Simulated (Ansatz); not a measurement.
An input for Ansatz 0.2.0 (Ge3H (hydrogen-terminated (111) film, 6 layers)):

```yaml
crystal:
  lattice:
    - [4.000810168, 0.0, 0.0]
    - [-2.000405084, 3.4648032412, 0.0]
    - [0.0, 0.0, 43.9]
  atoms:
    - { symbol: Ge, position: [0.3333333333, 0.6666666667, 0.4172375735] }
    - { symbol: Ge, position: [0.0, 0.0, 0.4350418714] }
    - { symbol: Ge, position: [0.0, 0.0, 0.4906877704] }
    - { symbol: Ge, position: [0.6666666667, 0.3333333333, 0.5093122296] }
    - { symbol: Ge, position: [0.6666666667, 0.3333333333, 0.5649581286] }
    - { symbol: Ge, position: [0.3333333333, 0.6666666667, 0.5827624265] }
    - { symbol: H, position: [0.3333333333, 0.6666666667, 0.3818705692] }
    - { symbol: H, position: [0.3333333333, 0.6666666667, 0.6181294308] }
  periodic: [true, true, false]
kpoints:
  mp_grid: { grid: [6, 6, 1] }
hamiltonian:
  xc: pbesol
  pseudopotentials: { kind: paw, azcp: { folder: soft_1 }, xc_functional: pbe }
scf:
  occupations: { method: fixed }
gw:
  n_empty_bands: 362
  ecut_chi: 41
  qp_bands: [v2, c2]
  qp_kpoints: band_edges
  screening: { model: contour_deformation }
```

```sh
ansatz run input.yaml --threads 3 --pin off --max-ram 92160MiB --backend cuda --events-out ev --progress --plain --runs-dir out --devices 1 --max-vram 13GiB
```

Q: How long will it take on 1 × NVIDIA H100 80GB HBM3 (shared by 6 runs) with 3 threads of AMD EPYC 7R13 (Zen 3), shared host, and how much memory?

It took 41 s; on shared hardware allow 21 s to 82 s. Peak host memory was 2.0 GiB. The sizes that set the cost: 11979 plane waves a state, 7 irreducible k points, 405 bands summed, 357 plane waves in the screening and 8 SCF cycles.

The screening grows as filled bands × empty bands × pairs of k points, times the square of the screening basis for the matrix.

[Paths, hosts, dates, memory and timing lines, banners, echoed tables and standing remarks are left out of the program output.]

[Logs are printed without paths, hosts, clocks, repeated set-up lines and the standing remarks that a program may print on its own settings, such as how far it seeks lower states.]

[Runs of the session that timed out or met a known fault of the program may be left out.]

[Cells called generated may have been cut or substituted from an entry of the Crystallography Open Database or the Materials Project.]

[Hosts, paths, dates, database ids (printed as entryN), source tags and the programs' standing remarks are cut or masked in the printed files.]
